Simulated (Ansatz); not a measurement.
# How many bands does the GW gap of SnSe2 (P-3m1) need?

Wanted: a G0W0 gap for SnSe2 (P-3m1) that is converged in bands and cutoff, or an estimate of the limit.

Calculated with Ansatz 0.2.0; G0W0 on PBE, plane waves, PAW; PAW set soft_1.

Report form: the programs' logs are mostly left out.

### Step 1. The structure

Symmetry: P-3m1, No. 164, trigonal system. The conventional cell has a = 3.811 Å, b = 3.811 Å, c = 6.136 Å, α = 90.00°, β = 90.00°, γ = 120.00°. Nearest to Sn lie 6 Se at 2.72 Å. Se has 3 Sn at 2.72 Å nearest. Farther neighbours and most contacts between anions are not listed.

Geometry: measured cell, ions relaxed with PBE. The runs that relaxed it are not among those shown.

### Step 2. 81 empty bands, screening to 60 eV

G0W0 replaces the xc potential by the self-energy, built once from these orbitals. Only a window of levels is corrected, while the sums run over the empty bands that the input names. This step takes PAW set soft_1 files.

input.yaml

```yaml
crystal:
  lattice:
    - [3.811, 0.0, 0.0]
    - [-1.9055, 3.3004228138, 0.0]
    - [0.0, 0.0, 6.136]
  atoms:
    - { symbol: Sn, position: [0.0, 0.0, 0.0] }
    - { symbol: Se, position: [0.3333333333, 0.6666666667, 0.2614399677] }
    - { symbol: Se, position: [0.6666666667, 0.3333333333, 0.7385600323] }
kpoints:
  mp_grid: { grid: [6, 6, 4] }
hamiltonian:
  xc: pbe
  pseudopotentials: { kind: paw, azcp: { folder: soft_1 } }
scf:
  occupations: { method: fixed }
gw:
  n_empty_bands: 81
  ecut_chi: 60
  qp_bands: [v2, c2]
  qp_kpoints: band_edges
  screening: { model: contour_deformation }
```

Launch:

```sh
$ ansatz run input.yaml --threads 3 --pin off --max-ram 92160MiB --backend cuda --events-out ev --progress --plain --runs-dir out --devices 1 --max-vram 13GiB
```

Wall time 22 s (1 × NVIDIA H100 80GB HBM3 (shared by 6 runs) with 3 threads of AMD EPYC 7R13 (Zen 3), shared host); peak memory 1.1 GiB.

This step gave:

```
bands summed                                 : 104
RPA ε∞ on this mesh (eigenvalues)            : 11.03, 14.48, 14.48
plane waves in the screening matrix          : 97
q-points in the mesh                         : 144
G0W0 gap on the mesh                         : 1.140 eV
k of the valence top                         : 0, 0.1667, 0
k of the conduction bottom                   : 0, -0.5, -0.5
starting gap on the mesh                     : 0.7024 eV
Z at the valence top                         : 0.7335
Z at the conduction bottom                   : 0.7560
least direct G0W0 gap on the computed points : 1.670 eV
```

The gap on the mesh goes from 0.70 eV to 1.14 eV, a correction of +0.44 eV. Between the two edge states, bare exchange in place of the xc potential would open the gap by 4.85 eV, and correlation takes back 4.41 eV.

### Step 3. 230 empty bands, screening to 120 eV

Bands and screening cutoff are moved together, since each hides the error of the other.

input.yaml, as its differences from that of step 2:

```diff
@@ -17,4 +17,4 @@
 gw:
-  n_empty_bands: 81
-  ecut_chi: 60
+  n_empty_bands: 230
+  ecut_chi: 120
   qp_bands: [v2, c2]
```

Run time: 28 s. Hardware: 1 × NVIDIA H100 80GB HBM3 (shared by 6 runs) with 3 threads; peak memory 1.5 GiB.

Numbers from this step:

* bands summed: 253
* RPA ε∞ on this mesh (eigenvalues): 11.01, 14.42, 14.42
* plane waves in the screening matrix: 245
* q-points in the mesh: 144
* G0W0 gap on the mesh: 1.168 eV
* k of the valence top: 0, 0.1667, -0.25
* k of the conduction bottom: 0, -0.5, -0.5
* starting gap on the mesh: 0.7024 eV
* Z at the valence top: 0.7291
* Z at the conduction bottom: 0.7526
* least direct G0W0 gap on the computed points: 1.682 eV

Against the run with 6×6×4 mesh, 81 empty bands, screening to 60 eV, PAW set soft_1 files, the gap moves by +0.03 eV.

### Step 4. 495 empty bands, screening to 200 eV

input.yaml, as its differences from that of step 3:

```diff
@@ -17,4 +17,4 @@
 gw:
-  n_empty_bands: 230
-  ecut_chi: 120
+  n_empty_bands: 495
+  ecut_chi: 200.0
   qp_bands: [v2, c2]
```

The job ended after 52 s (1 × NVIDIA H100 80GB HBM3 (shared by 6 runs) with 3 threads; peak memory 2.6 GiB; 78 s of CPU time).

This step gave:

| Item | Value |
| --- | --- |
| bands summed | 518 |
| RPA ε∞ on this mesh (eigenvalues) | 11.01, 14.42, 14.42 |
| plane waves in the screening matrix | 525 |
| G0W0 gap on the mesh | 1.164 eV |
| k of the valence top | 0, 0.1667, -0.25 |
| k of the conduction bottom | 0, -0.5, -0.5 |
| starting gap on the mesh | 0.7024 eV |
| least direct G0W0 gap on the computed points | 1.651 eV |

Against the run with 6×6×4 mesh, 230 empty bands, screening to 120 eV, PAW set soft_1 files, the gap moves by −0.004 eV.

### Step 5. Changing the k mesh: 6×6×2 mesh, 230 empty bands, screening to 120 eV, PAW set soft_1 files

Only the mesh changes. It samples the long-range screening, which converges on its own terms. Bands and cutoff differ from the step before, so it is read against an earlier run that matches them.

input.yaml, as its differences from that of step 4:

```diff
@@ -10,3 +10,3 @@
 kpoints:
-  mp_grid: { grid: [6, 6, 4] }
+  mp_grid: { grid: [6, 6, 2] }
 hamiltonian:
@@ -17,4 +17,4 @@
 gw:
-  n_empty_bands: 495
-  ecut_chi: 200.0
+  n_empty_bands: 230
+  ecut_chi: 120
   qp_bands: [v2, c2]
```

Run time: 15 s. Hardware: 1 × NVIDIA H100 80GB HBM3 (shared by 6 runs) with 3 threads; peak memory 1.3 GiB.

Numbers from this step:

```
bands summed                                 : 253
RPA ε∞ on this mesh (eigenvalues)            : 10.91, 13.80, 13.80
plane waves in the screening matrix          : 245
G0W0 gap on the mesh                         : 1.173 eV
k of the valence top                         : 0, 0.1667, 0
k of the conduction bottom                   : 0, -0.5, -0.5
starting gap on the mesh                     : 0.7046 eV
least direct G0W0 gap on the computed points : 1.679 eV
```

Against the run with 6×6×4 mesh, 230 empty bands, screening to 120 eV, PAW set soft_1 files, the gap moves by +0.005 eV. A band edge is found at another k point on this mesh.

### Step 6. Changing the frequency model: 6×6×4 mesh, 230 empty bands, screening to 120 eV, plasmon pole, PAW set soft_1 files

A plasmon pole stands in for the full frequency dependence of the screening; this run shows what that costs in accuracy.

input.yaml, as its differences from that of step 5:

```diff
@@ -10,3 +10,3 @@
 kpoints:
-  mp_grid: { grid: [6, 6, 2] }
+  mp_grid: { grid: [6, 6, 4] }
 hamiltonian:
@@ -21,2 +21,2 @@
   qp_kpoints: band_edges
-  screening: { model: contour_deformation }
+  screening: { model: godby_needs }
```

It took 52 s on 1 × NVIDIA H100 80GB HBM3 (shared by 6 runs) with 3 threads; peak memory 2 GiB; 95 s of CPU time.

This step gave:

- bands summed: 253
- plasmon-pole fit frequency: 28.67 eV
- RPA ε∞ on this mesh (eigenvalues): 11.01, 14.42, 14.42
- plane waves in the screening matrix: 245
- G0W0 gap on the mesh: 1.213 eV
- k of the valence top: 0, 0.1667, -0.25
- k of the conduction bottom: 0, -0.5, -0.5
- starting gap on the mesh: 0.7024 eV
- least direct G0W0 gap on the computed points: 1.751 eV

Against the run with 6×6×4 mesh, 230 empty bands, screening to 120 eV, PAW set soft_1 files, the gap moves by +0.05 eV.

### Step 7. Changing the files: 6×6×4 mesh, 230 empty bands, screening to 120 eV, hard PAW files

Other atomic data (hard PAW) test the pseudisation: the cutoff goes from 420 to 640 eV and the valence electrons from 46 to 54, which opens shells that were frozen.

This step: G0W0 on PBE, plane waves, PAW.

input.yaml, as its differences from that of step 6:

```diff
@@ -13,3 +13,3 @@
   xc: pbe
-  pseudopotentials: { kind: paw, azcp: { folder: soft_1 } }
+  pseudopotentials: { kind: paw, source: ansatz }
 scf:
@@ -21,2 +21,2 @@
   qp_kpoints: band_edges
-  screening: { model: godby_needs }
+  screening: { model: contour_deformation }
```

It took 38 s on 1 × NVIDIA H100 80GB HBM3 (shared by 6 runs) with 3 threads; peak memory 1.7 GiB; 55 s of CPU time.

Numbers from this step:

| Property | Result |
| --- | --- |
| bands summed | 257 |
| RPA ε∞ on this mesh (eigenvalues) | 10.98, 14.40, 14.40 |
| plane waves in the screening matrix | 245 |
| G0W0 gap on the mesh | 1.168 eV |
| k of the valence top | 0, 0.1667, -0.25 |
| k of the conduction bottom | 0, -0.5, -0.5 |
| starting gap on the mesh | 0.7030 eV |
| least direct G0W0 gap on the computed points | 1.689 eV |

Against the run with 6×6×4 mesh, 230 empty bands, screening to 120 eV, PAW set soft_1 files, the gap moves by +0.001 eV.

### Step 8. Side by side

Times are wall times on 1 × NVIDIA H100 80GB HBM3 (shared by 6 runs) with 3 threads of AMD EPYC 7R13 (Zen 3), shared host, good to a factor of about two.

```csv
mesh,files,frequency,bands summed,cutoff (eV),start (eV),G0W0 (eV),time,host memory (GiB)
6×6×4,PAW set soft_1,contour deformation,104,60,0.702,1.140,22 s,1.1
6×6×4,PAW set soft_1,contour deformation,253,120,0.702,1.168,28 s,1.5
6×6×4,PAW set soft_1,contour deformation,518,200,0.702,1.164,52 s,2.6
6×6×2,PAW set soft_1,contour deformation,253,120,0.705,1.173,15 s,1.3
6×6×4,PAW set soft_1,plasmon pole,253,120,0.702,1.213,52 s,2.0
6×6×4,hard PAW,contour deformation,257,120,0.703,1.168,38 s,1.7
```

How the two edges are built up, in eV (the quasiparticle level is the starting level plus Σx plus Σc less Vxc):

| run | edge | start | Σx | Σc | Vxc | Z | QP |
| --- | --- | --- | --- | --- | --- | --- | --- |
| 104 bands | valence top | 7.89 | -17.62 | 1.92 | -15.64 | 0.73 | 7.83 |
| 104 bands | conduction bottom | 8.59 | -11.60 | -2.49 | -14.46 | 0.76 | 8.97 |
| 253 bands | valence top | 7.89 | -17.55 | 1.51 | -15.60 | 0.73 | 7.46 |
| 253 bands | conduction bottom | 8.59 | -11.60 | -2.83 | -14.46 | 0.75 | 8.62 |
| 518 bands | valence top | 7.89 | -17.55 | 1.35 | -15.60 | 0.73 | 7.30 |
| 518 bands | conduction bottom | 8.59 | -11.60 | -2.99 | -14.46 | 0.75 | 8.46 |

### Step 9. Outcome

```
104 bands, 60 eV  : 1.140 eV
253 bands, 120 eV : 1.168 eV
518 bands, 200 eV : 1.164 eV
mesh and start    : 6×6×4, PBE
```

What this shows: From 104 to 518 bands the gap moves by +0.02 eV while the time grows 2.4-fold. The gap turns back along the series, so no limit is drawn from it. On the 6×6×2 mesh in place of 6×6×4 the gap differs by +0.01 eV, of which +0.002 eV is already in the start. The plasmon-pole model gives +0.05 eV against contour deformation, 10 % of the correction, and saved no time in this program. Hard PAW files move the gap by +0.001 eV at equal bands and cutoff, +0.001 eV of it in the start. The 6×6×4 mesh misses a band edge: over a band path and its finer mesh (run apart) the PBE gap is 0.53 eV, so the G0W0 gap over the zone may lie about 0.17 eV below its value on the mesh. The 6×6×4 mesh is coarse for this cell (its supercell is 23 Å along the shortest edge). The RPA ε∞ on it, from the PBE start, is 11.01 and 14.42; such meshes misread the long-range screening, most where the gap is narrow. The many-body steps are scalar-relativistic: spin-orbit coupling is not in them.

[Paths, hosts, dates, memory and timing lines, banners, echoed tables and standing remarks are left out of the program output.]

[Logs are printed without paths, hosts, clocks, repeated set-up lines and the standing remarks that a program may print on its own settings, such as how far it seeks lower states.]

[Runs of the session that timed out or met a known fault of the program may be left out.]

[Cells called generated may have been cut or substituted from an entry of the Crystallography Open Database or the Materials Project.]

[Hosts, paths, dates, database ids (printed as entryN), source tags and the programs' standing remarks are cut or masked in the printed files.]
